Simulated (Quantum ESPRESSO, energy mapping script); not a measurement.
# MnS: energy mapping under PBE+U (4 eV), QE, GBRV, part 2 of 2

Wanted: the magnetic order of MnS, its couplings and an estimate of its ordering temperature, by PBE+U (4 eV), QE, GBRV.

PBE with U = 4 eV on Mn d, ortho-atomic projectors; plane waves, U on orthogonalised atomic orbitals unless named otherwise, collinear spin, no spin–orbit coupling.

So far. Step 3 (Order 2: compensated +−, cell A of 4 atoms): The run ends antiferromagnetic, 56.85 meV a magnetic atom below the parallel order of its cell. Step 4 (Order 3: parallel, cell B of 4 atoms): The run ends ferromagnetic. For each magnetic atom its energy differs from the parallel run of the first cell by 0.86 meV, an error that one common reference would have brought in.

The database entry behind the starting cell differs from later determinations by our own check (an axis about 0.2 % short against later determinations), so it need not match the best structure at ambient conditions.

**5. Compensated +− start in cell B (4 atoms)**

Level of this step: PBE with U = 4 eV on Mn d, ortho-atomic projectors, GBRV potentials (Quantum ESPRESSO).

This order reverses 8 of the 12 neighbours at 3.68 Å, 0 of the 6 neighbours at 5.21 Å and 16 of the 24 neighbours at 6.38 Å, counted for an average magnetic atom.

The input, pw.in:

```
&control
  calculation = 'scf'
  prefix = 'pw'
  outdir = './tmp/'
  pseudo_dir = './pseudo/'
  verbosity = 'low'
/
&system
  ibrav = 0
  nat = 4
  ntyp = 3
  ecutwfc = 45
  ecutrho = 360
  nbnd = 33
  occupations = 'smearing'
  smearing = 'fd'
  degauss = 0.00367493
  nspin = 2
  starting_magnetization(1) = 0.3000
  starting_magnetization(2) = -0.3000
/
&electrons
  conv_thr = 1.0e-08
  electron_maxstep = 120
  mixing_beta = 0.3
  mixing_mode = 'plain'
/
ATOMIC_SPECIES
  Mn1 54.9380 Mn.upf
  Mn2 54.9380 Mn.upf
  S 32.0600 S.upf
CELL_PARAMETERS angstrom
  0.00000000 -2.60450000 -2.60450000
  0.00000000 2.60450000 -2.60450000
  5.20900000 0.00000000 0.00000000
ATOMIC_POSITIONS crystal
  Mn1 0.50000000 0.50000000 0.50000000
  Mn2 0.00000000 0.00000000 0.00000000
  S 0.50000000 0.50000000 0.00000000
  S 0.00000000 0.00000000 0.50000000
K_POINTS automatic
  6 6 4 0 0 0
HUBBARD {ortho-atomic}
U Mn1-3d 4
U Mn2-3d 4
```

The run is started by

```
$ OMP_NUM_THREADS=1 mpirun -n 8 pw.x -nk 8 -in pw.in > pw.out
```

The program printed:

```text
[banner, memory and clock lines left out]
Program PWSCF v.7.5 starts
[...]
unit-cell volume          =     476.9026 (a.u.)^3
     number of atoms/cell      =            4
[...]
number of electrons       =        42.00
     number of Kohn-Sham states=           33
     kinetic-energy cutoff     =      45.0000  Ry
     charge density cutoff     =     360.0000  Ry
[...]
The total energy is F=E-TS. E is the sum of the following terms:
     one-electron contribution =    -264.93090913 Ry
     hartree contribution      =     147.71155028 Ry
     xc contribution           =     -70.53113481 Ry
     ewald contribution        =    -282.98656422 Ry
     Hubbard energy            =       0.08206579 Ry
     total magnetization       =     0.00 Bohr mag/cell
     absolute magnetization    =     9.72 Bohr mag/cell
     convergence has been achieved in  12 iterations
[key lines of the parts left out:]
!    total energy              =    -470.65499242 Ry
the Fermi energy is    10.5797 ev
```

Elapsed: 14 s, on 8 MPI ranks of Arm Neoverse V2, shared host; peak memory 0.94 GiB.

The run ends antiferromagnetic, 21.44 meV a magnetic atom below the parallel order of its cell.

**6. Order 5: parallel, cell C of 6 atoms**

A new cell needs its own zero of energy.

The input, pw.in:

```
&control
  calculation = 'scf'
  prefix = 'pw'
  outdir = './tmp/'
  pseudo_dir = './pseudo/'
  verbosity = 'low'
/
&system
  ibrav = 0
  nat = 6
  ntyp = 2
  ecutwfc = 45
  ecutrho = 360
  nbnd = 54
  occupations = 'smearing'
  smearing = 'fd'
  degauss = 0.00367493
  nspin = 2
  starting_magnetization(1) = 0.3000
/
&electrons
  conv_thr = 1.5e-08
  electron_maxstep = 120
  mixing_beta = 0.3
  mixing_mode = 'plain'
/
ATOMIC_SPECIES
  Mn 54.9380 Mn.upf
  S 32.0600 S.upf
CELL_PARAMETERS angstrom
  0.00000000 2.60450000 2.60450000
  -2.60450000 0.00000000 -2.60450000
  -5.20900000 -5.20900000 5.20900000
ATOMIC_POSITIONS crystal
  Mn 0.00000000 0.00000000 0.00000000
  Mn 0.33333333 0.66666667 0.66666667
  Mn 0.66666667 0.33333333 0.33333333
  S 0.66666667 0.33333333 0.83333333
  S 0.00000000 0.00000000 0.50000000
  S 0.33333333 0.66666667 0.16666667
K_POINTS automatic
  7 7 3 0 0 0
HUBBARD {ortho-atomic}
U Mn-3d 4
```

The program printed:

```text
[banner, memory and clock lines left out]
Program PWSCF v.7.5 starts
[...]
unit-cell volume          =     715.3539 (a.u.)^3
     number of atoms/cell      =            6
[...]
number of electrons       =        63.00
     number of Kohn-Sham states=           54
     kinetic-energy cutoff     =      45.0000  Ry
     charge density cutoff     =     360.0000  Ry
[...]
The total energy is F=E-TS. E is the sum of the following terms:
     one-electron contribution =    -397.42769126 Ry
     hartree contribution      =     221.62750819 Ry
     xc contribution           =    -105.81606489 Ry
     ewald contribution        =    -424.47984633 Ry
     Hubbard energy            =       0.11814491 Ry
     total magnetization       =    15.00 Bohr mag/cell
     absolute magnetization    =    15.00 Bohr mag/cell
     convergence has been achieved in  11 iterations
[key lines of the parts left out:]
!    total energy              =    -705.97794956 Ry
the Fermi energy is    10.6455 ev
```

The job ended after 23 s (8 MPI ranks; peak memory 1.3 GiB).

The run ends ferromagnetic. For each magnetic atom its energy differs from the parallel run of the first cell by 0.01 meV, an error that one common reference would have brought in.

**7. Uncompensated ++− start in cell C (6 atoms)**

This order reverses 4 of the 12 neighbours at 3.68 Å, 4 of the 6 neighbours at 5.21 Å and 12 of the 24 neighbours at 6.38 Å, counted for an average magnetic atom.

Changes to pw.in since step 6:

```diff
@@ -10,6 +10,6 @@
   nat = 6
-  ntyp = 2
+  ntyp = 3
   ecutwfc = 45
   ecutrho = 360
-  nbnd = 54
+  nbnd = 49
   occupations = 'smearing'
@@ -19,2 +19,3 @@
   starting_magnetization(1) = 0.3000
+  starting_magnetization(2) = -0.3000
 /
@@ -27,3 +28,4 @@
 ATOMIC_SPECIES
-  Mn 54.9380 Mn.upf
+  Mn1 54.9380 Mn.upf
+  Mn2 54.9380 Mn.upf
   S 32.0600 S.upf
@@ -34,5 +36,5 @@
 ATOMIC_POSITIONS crystal
-  Mn 0.00000000 0.00000000 0.00000000
-  Mn 0.33333333 0.66666667 0.66666667
-  Mn 0.66666667 0.33333333 0.33333333
+  Mn1 0.00000000 0.00000000 0.00000000
+  Mn1 0.33333333 0.66666667 0.66666667
+  Mn2 0.66666667 0.33333333 0.33333333
   S 0.66666667 0.33333333 0.83333333
@@ -43,2 +45,3 @@
 HUBBARD {ortho-atomic}
-U Mn-3d 4
+U Mn1-3d 4
+U Mn2-3d 4
```

The program printed:

```text
[banner, memory and clock lines left out]
Program PWSCF v.7.5 starts
[...]
unit-cell volume          =     715.3539 (a.u.)^3
     number of atoms/cell      =            6
[...]
number of electrons       =        63.00
     number of Kohn-Sham states=           49
     kinetic-energy cutoff     =      45.0000  Ry
     charge density cutoff     =     360.0000  Ry
[...]
The total energy is F=E-TS. E is the sum of the following terms:
     one-electron contribution =    -397.60036467 Ry
     hartree contribution      =     221.75331981 Ry
     xc contribution           =    -105.79140973 Ry
     ewald contribution        =    -424.47984633 Ry
     Hubbard energy            =       0.13060487 Ry
     total magnetization       =     5.00 Bohr mag/cell
     absolute magnetization    =    14.43 Bohr mag/cell
     convergence has been achieved in  12 iterations
[key lines of the parts left out:]
!    total energy              =    -705.98769606 Ry
the Fermi energy is    10.6691 ev
```

Elapsed: 24 s, on 8 MPI ranks; peak memory 1.3 GiB.

The run ends ferrimagnetic, 44.20 meV a magnetic atom below the parallel order of its cell.

**8. Order 7: parallel, cell D of 6 atoms**

A new cell needs its own zero of energy.

This run holds the same structure in another cell (b 3.683 → 5.209 Å, c 9.022 → 6.380 Å, α 90.0 → 114.1°, β 90.0 → 106.8°, γ 120.0 → 90.0°).

The input, pw.in:

```
&control
  calculation = 'scf'
  prefix = 'pw'
  outdir = './tmp/'
  pseudo_dir = './pseudo/'
  verbosity = 'low'
/
&system
  ibrav = 0
  nat = 6
  ntyp = 2
  ecutwfc = 45
  ecutrho = 360
  nbnd = 54
  occupations = 'smearing'
  smearing = 'fd'
  degauss = 0.00367493
  nspin = 2
  starting_magnetization(1) = 0.3000
/
&electrons
  conv_thr = 1.5e-08
  electron_maxstep = 120
  mixing_beta = 0.3
  mixing_mode = 'plain'
/
ATOMIC_SPECIES
  Mn 54.9380 Mn.upf
  S 32.0600 S.upf
CELL_PARAMETERS angstrom
  0.00000000 -2.60450000 -2.60450000
  -5.20900000 0.00000000 0.00000000
  2.60450000 5.20900000 -2.60450000
ATOMIC_POSITIONS crystal
  Mn 0.66666667 0.66666667 0.33333333
  Mn 0.33333333 0.33333333 0.66666667
  Mn 0.00000000 0.00000000 0.00000000
  S 0.66666667 0.16666667 0.33333333
  S 0.33333333 0.83333333 0.66666667
  S 0.00000000 0.50000000 0.00000000
K_POINTS automatic
  6 6 6 0 0 0
HUBBARD {ortho-atomic}
U Mn-3d 4
```

The program printed:

```text
[banner, memory and clock lines left out]
Program PWSCF v.7.5 starts
[...]
unit-cell volume          =     715.3539 (a.u.)^3
     number of atoms/cell      =            6
[...]
number of electrons       =        63.00
     number of Kohn-Sham states=           54
     kinetic-energy cutoff     =      45.0000  Ry
     charge density cutoff     =     360.0000  Ry
[...]
The total energy is F=E-TS. E is the sum of the following terms:
     one-electron contribution =    -397.42834293 Ry
     hartree contribution      =     221.62823282 Ry
     xc contribution           =    -105.81614161 Ry
     ewald contribution        =    -424.47984633 Ry
     Hubbard energy            =       0.11814913 Ry
     total magnetization       =    15.00 Bohr mag/cell
     absolute magnetization    =    15.00 Bohr mag/cell
     convergence has been achieved in  10 iterations
[key lines of the parts left out:]
!    total energy              =    -705.97794929 Ry
the Fermi energy is    10.6079 ev
```

The job ended after 50 s (8 MPI ranks; peak memory 1.5 GiB; 6.7 min of CPU time).

The run ends ferromagnetic. For each magnetic atom its energy differs from the parallel run of the first cell by 0.01 meV, an error that one common reference would have brought in.

**9. Uncompensated ++− start in cell D (6 atoms)**

This order reverses 6.67 of the 12 neighbours at 3.68 Å, 2.67 of the 6 neighbours at 5.21 Å and 8 of the 24 neighbours at 6.38 Å, counted for an average magnetic atom.

Changes to pw.in since step 8:

```diff
@@ -10,6 +10,6 @@
   nat = 6
-  ntyp = 2
+  ntyp = 3
   ecutwfc = 45
   ecutrho = 360
-  nbnd = 54
+  nbnd = 49
   occupations = 'smearing'
@@ -19,2 +19,3 @@
   starting_magnetization(1) = 0.3000
+  starting_magnetization(2) = -0.3000
 /
@@ -27,3 +28,4 @@
 ATOMIC_SPECIES
-  Mn 54.9380 Mn.upf
+  Mn1 54.9380 Mn.upf
+  Mn2 54.9380 Mn.upf
   S 32.0600 S.upf
@@ -34,5 +36,5 @@
 ATOMIC_POSITIONS crystal
-  Mn 0.66666667 0.66666667 0.33333333
-  Mn 0.33333333 0.33333333 0.66666667
-  Mn 0.00000000 0.00000000 0.00000000
+  Mn1 0.66666667 0.66666667 0.33333333
+  Mn1 0.33333333 0.33333333 0.66666667
+  Mn2 0.00000000 0.00000000 0.00000000
   S 0.66666667 0.16666667 0.33333333
@@ -43,2 +45,3 @@
 HUBBARD {ortho-atomic}
-U Mn-3d 4
+U Mn1-3d 4
+U Mn2-3d 4
```

The program printed:

```text
[banner, memory and clock lines left out]
Program PWSCF v.7.5 starts
[...]
unit-cell volume          =     715.3539 (a.u.)^3
     number of atoms/cell      =            6
[...]
number of electrons       =        63.00
     number of Kohn-Sham states=           49
     kinetic-energy cutoff     =      45.0000  Ry
     charge density cutoff     =     360.0000  Ry
[...]
The total energy is F=E-TS. E is the sum of the following terms:
     one-electron contribution =    -397.52905495 Ry
     hartree contribution      =     221.68350599 Ry
     xc contribution           =    -105.79021187 Ry
     ewald contribution        =    -424.47984633 Ry
     Hubbard energy            =       0.12889169 Ry
     total magnetization       =     5.00 Bohr mag/cell
     absolute magnetization    =    14.42 Bohr mag/cell
     convergence has been achieved in  12 iterations
[key lines of the parts left out:]
!    total energy              =    -705.98671547 Ry
the Fermi energy is    10.6385 ev
```

Run time: 54 s. Hardware: 8 MPI ranks; peak memory 1.5 GiB.

The run ends ferrimagnetic, 39.76 meV a magnetic atom below the parallel order of its cell.

**10. Run 9 (parallel; cell E, 6 atoms)**

A new cell needs its own zero of energy.

This run holds the same structure in another cell (b 5.209 → 3.683 Å, c 6.380 → 8.236 Å, α 114.1 → 102.9°, β 106.8 → 102.9°).

The input, pw.in:

```
&control
  calculation = 'scf'
  prefix = 'pw'
  outdir = './tmp/'
  pseudo_dir = './pseudo/'
  verbosity = 'low'
/
&system
  ibrav = 0
  nat = 6
  ntyp = 2
  ecutwfc = 45
  ecutrho = 360
  nbnd = 54
  occupations = 'smearing'
  smearing = 'fd'
  degauss = 0.00367493
  nspin = 2
  starting_magnetization(1) = 0.3000
/
&electrons
  conv_thr = 1.5e-08
  electron_maxstep = 120
  mixing_beta = 0.3
  mixing_mode = 'plain'
/
ATOMIC_SPECIES
  Mn 54.9380 Mn.upf
  S 32.0600 S.upf
CELL_PARAMETERS angstrom
  0.00000000 2.60450000 2.60450000
  0.00000000 2.60450000 -2.60450000
  -7.81350000 -2.60450000 0.00000000
ATOMIC_POSITIONS crystal
  Mn 0.00000000 0.00000000 0.00000000
  Mn 0.33333333 0.33333333 0.66666667
  Mn 0.66666667 0.66666667 0.33333333
  S 0.83333333 0.83333333 0.66666667
  S 0.16666667 0.16666667 0.33333333
  S 0.50000000 0.50000000 0.00000000
K_POINTS automatic
  6 6 6 0 0 0
HUBBARD {ortho-atomic}
U Mn-3d 4
```

The program printed:

```text
[banner, memory and clock lines left out]
Program PWSCF v.7.5 starts
[...]
unit-cell volume          =     715.3539 (a.u.)^3
     number of atoms/cell      =            6
[...]
number of electrons       =        63.00
     number of Kohn-Sham states=           54
     kinetic-energy cutoff     =      45.0000  Ry
     charge density cutoff     =     360.0000  Ry
[...]
The total energy is F=E-TS. E is the sum of the following terms:
     one-electron contribution =    -397.42847637 Ry
     hartree contribution      =     221.62883533 Ry
     xc contribution           =    -105.81645001 Ry
     ewald contribution        =    -424.47984633 Ry
     Hubbard energy            =       0.11813721 Ry
     total magnetization       =    15.00 Bohr mag/cell
     absolute magnetization    =    15.00 Bohr mag/cell
     convergence has been achieved in  10 iterations
[key lines of the parts left out:]
!    total energy              =    -705.97780059 Ry
the Fermi energy is    10.6096 ev
```

Elapsed: 31 s, on 8 MPI ranks; peak memory 1.3 GiB.

The run ends ferromagnetic. For each magnetic atom its energy differs from the parallel run of the first cell by 0.69 meV, an error that one common reference would have brought in.

**11. Run 10 (uncompensated ++−; cell E, 6 atoms)**

This order reverses 5.33 of the 12 neighbours at 3.68 Å, 1.33 of the 6 neighbours at 5.21 Å and 16 of the 24 neighbours at 6.38 Å, counted for an average magnetic atom.

Changes to pw.in since step 10:

```diff
@@ -10,6 +10,6 @@
   nat = 6
-  ntyp = 2
+  ntyp = 3
   ecutwfc = 45
   ecutrho = 360
-  nbnd = 54
+  nbnd = 49
   occupations = 'smearing'
@@ -19,2 +19,3 @@
   starting_magnetization(1) = 0.3000
+  starting_magnetization(2) = -0.3000
 /
@@ -27,3 +28,4 @@
 ATOMIC_SPECIES
-  Mn 54.9380 Mn.upf
+  Mn1 54.9380 Mn.upf
+  Mn2 54.9380 Mn.upf
   S 32.0600 S.upf
@@ -34,5 +36,5 @@
 ATOMIC_POSITIONS crystal
-  Mn 0.00000000 0.00000000 0.00000000
-  Mn 0.33333333 0.33333333 0.66666667
-  Mn 0.66666667 0.66666667 0.33333333
+  Mn1 0.00000000 0.00000000 0.00000000
+  Mn1 0.33333333 0.33333333 0.66666667
+  Mn2 0.66666667 0.66666667 0.33333333
   S 0.83333333 0.83333333 0.66666667
@@ -43,2 +45,3 @@
 HUBBARD {ortho-atomic}
-U Mn-3d 4
+U Mn1-3d 4
+U Mn2-3d 4
```

The program printed:

```text
[banner, memory and clock lines left out]
Program PWSCF v.7.5 starts
[...]
unit-cell volume          =     715.3539 (a.u.)^3
     number of atoms/cell      =            6
[...]
number of electrons       =        63.00
     number of Kohn-Sham states=           49
     kinetic-energy cutoff     =      45.0000  Ry
     charge density cutoff     =     360.0000  Ry
[...]
The total energy is F=E-TS. E is the sum of the following terms:
     one-electron contribution =    -397.47532185 Ry
     hartree contribution      =     221.64263913 Ry
     xc contribution           =    -105.79670436 Ry
     ewald contribution        =    -424.47984633 Ry
     Hubbard energy            =       0.12524885 Ry
     total magnetization       =     5.00 Bohr mag/cell
     absolute magnetization    =    14.58 Bohr mag/cell
     convergence has been achieved in  12 iterations
[key lines of the parts left out:]
!    total energy              =    -705.98398457 Ry
the Fermi energy is    10.7001 ev
```

Wall time 36 s (8 MPI ranks); peak memory 1.3 GiB; 4.8 min of CPU time.

The run ends ferrimagnetic, 28.05 meV a magnetic atom below the parallel order of its cell.

**12. Mapping onto a Heisenberg model**

Each energy difference is a sum of couplings weighted by the pairs that the order reverses. A few near shells are fitted to the differences by least squares. Energies are those extrapolated to zero occupation width, not the free energies F.

Energies from the parallel order of the same cell:

```csv
order,atoms,energy (meV a magnetic atom),moments (μB),moments kept as typed,"opposed neighbours at 3.68, 5.21, 6.38 Å"
parallel in cell A,4,0.00,4.51,yes,"0, 0, 0"
compensated +− in cell A,4,-56.85,4.43,yes,"6, 6, 12"
parallel in cell B,4,0.00,4.51,yes,"0, 0, 0"
compensated +− in cell B,4,-21.44,4.48,yes,"8, 0, 16"
parallel in cell C,6,0.00,4.51,yes,"0, 0, 0"
uncompensated ++− in cell C,6,-44.20,4.42 to 4.46,yes,"4, 4, 12"
parallel in cell D,6,0.00,4.51,yes,"0, 0, 0"
uncompensated ++− in cell D,6,-39.76,4.43 to 4.47,yes,"6.67, 2.67, 8"
parallel in cell E,6,0.00,4.51,yes,"0, 0, 0"
uncompensated ++− in cell E,6,-28.05,4.46 to 4.48,yes,"5.33, 1.33, 16"
```

Couplings from the energies, with E = −Σ J e·e over ordered pairs:

```csv
pair,distance (Å),neighbours,J (meV)
Mn–Mn,3.68,12,-1.01
Mn–Mn,5.21,6,-3.49
Mn–Mn,6.38,24,-0.151
Mn–Mn,7.37,12,-0.400
```

Adding the shell at 8.24 Å gives -0.86, -3.4, -0.13, -0.43 and -0.12 meV and a mean-field temperature of 118 K, an exact solve that tests nothing.

In mean field these couplings order at 125 K, at q = (0.50, 0.50, 0.50) in fractions of the conventional cell's reciprocal vectors, and give a Curie–Weiss temperature of -320 K.

**13. Monte Carlo**

Mean field ignores fluctuations and overstates the ordering temperature, so the model is also sampled. The heat capacity peaks where order sets in.

Classical unit spins with these couplings on 8×8×4 copies of a cell that holds the lowest order (512 spins), heat-bath sweeps, cooled from random directions, 831 sweeps to settle and 2493 measured at each temperature, averaged over 8 runs.

```csv
T (K),order along the lowest pattern,net moment,heat capacity (k_B a spin)
15.0,0.43,0.01,1.04
25.6,0.46,0.01,1.08
41.6,0.39,0.01,1.19
52.2,0.33,0.01,1.30
62.9,0.32,0.01,1.54
73.5,0.25,0.02,1.85
78.9,0.22,0.02,1.85
89.5,0.15,0.02,1.19
100,0.12,0.02,0.67
111,0.10,0.02,0.50
127,0.08,0.02,0.35
137,0.08,0.02,0.28
```

The smoothed heat capacity peaks at 74 K. The order column follows one pattern alone; equivalent domains or another pattern share the rest.

**14. What came out**

```yaml
lowest_order_tried: compensated +− in cell A
largest_fitted_value_mn_mn_at_5p21_a: -3.49 meV
ordering_temperature_mean_field: 125 K
heat_capacity_peak_monte_carlo: 74 K
```

In words: Of the orders tried, MnS prefers the order “compensated +− in cell A” under PBE+U (4 eV), QE, GBRV, with 6 of 12 neighbours at 3.68 Å, 6 of 6 neighbours at 5.21 Å and 12 of 24 neighbours at 6.38 Å opposed, and the heat capacity of the fitted model peaks near 74 K (Monte Carlo, classical spins). The largest fitted coupling is the Mn–Mn pair at 5.21 Å, antiferromagnetic at -3.5 meV, across a ligand at about 180°. The straight metal–ligand–metal path outweighs the right-angled one, the pattern expected of superexchange through one ligand p orbital, which these runs do not test. The orders also reverse pairs at 8.24 Å, which are not fitted, so the fitted values hold their part too. With 5 differences for 4 couplings the fit misses by 1.4 meV at most, a small part of the spread. In the fitted orders moments change by up to 2.0 % against the parallel run of the same cell, so their size stays put. Monte Carlo puts the peak at 0.59 of the mean-field temperature, since mean field leaves out fluctuations. In tests on simple cubic and body-centred models such peaks lay 5 to 6 % under the bulk value. On cooling, the order along the one computed pattern stays at or under 0.46: the model settles in an equivalent domain, a degenerate mixture or another order. The Curie–Weiss temperature is 4.3 times the peak temperature in size, a mark of frustration. The parallel order holds 5 μB a magnetic atom, spin 2.5; the common factor (S+1)/S would raise the classical 74 K to 104 K, a correction that often overshoots. The classical value and the one scaled by (S+1)/S differ by a factor of 1.4, so closeness of either to the measured temperature is partly a matter of convention.

Computed beside measured:

| quantity | measured | PBE+U (4 eV), QE, GBRV, Monte Carlo | PBE+U (4 eV), QE, GBRV, Monte Carlo × (S+1)/S |
| --- | --- | --- | --- |
| ordering temperature (spin model) (K) | 150 | 74 (-50.7 %) | 104 (-30.9 %) |

Measured values from arxiv:1108.4537 (2011).

Verdict: For the ordering temperature, of the levels listed nearest comes PBE+U (4 eV), QE, GBRV, Monte Carlo × (S+1)/S (-30.9 %, a clear miss) and farthest PBE+U (4 eV), QE, GBRV, Monte Carlo (-50.7 %, a clear miss). A U picked for its result is no test. No cell relaxation is part of this session.

[Logs and program files are shortened in this print: banners, set-up blocks, solver, clock and traceback lines can be left out without a mark of their own.]

[Logs are printed without paths, hosts, clocks, repeated set-up lines and the standing remarks that a program may print on its own settings, such as how far it seeks lower states.]

[Hosts, paths, dates, database ids (printed as entryN), source tags and the programs' standing remarks are cut or masked in the printed files.]

[Where a cell is said to come from a database of computed structures, the database is the Materials Project.]
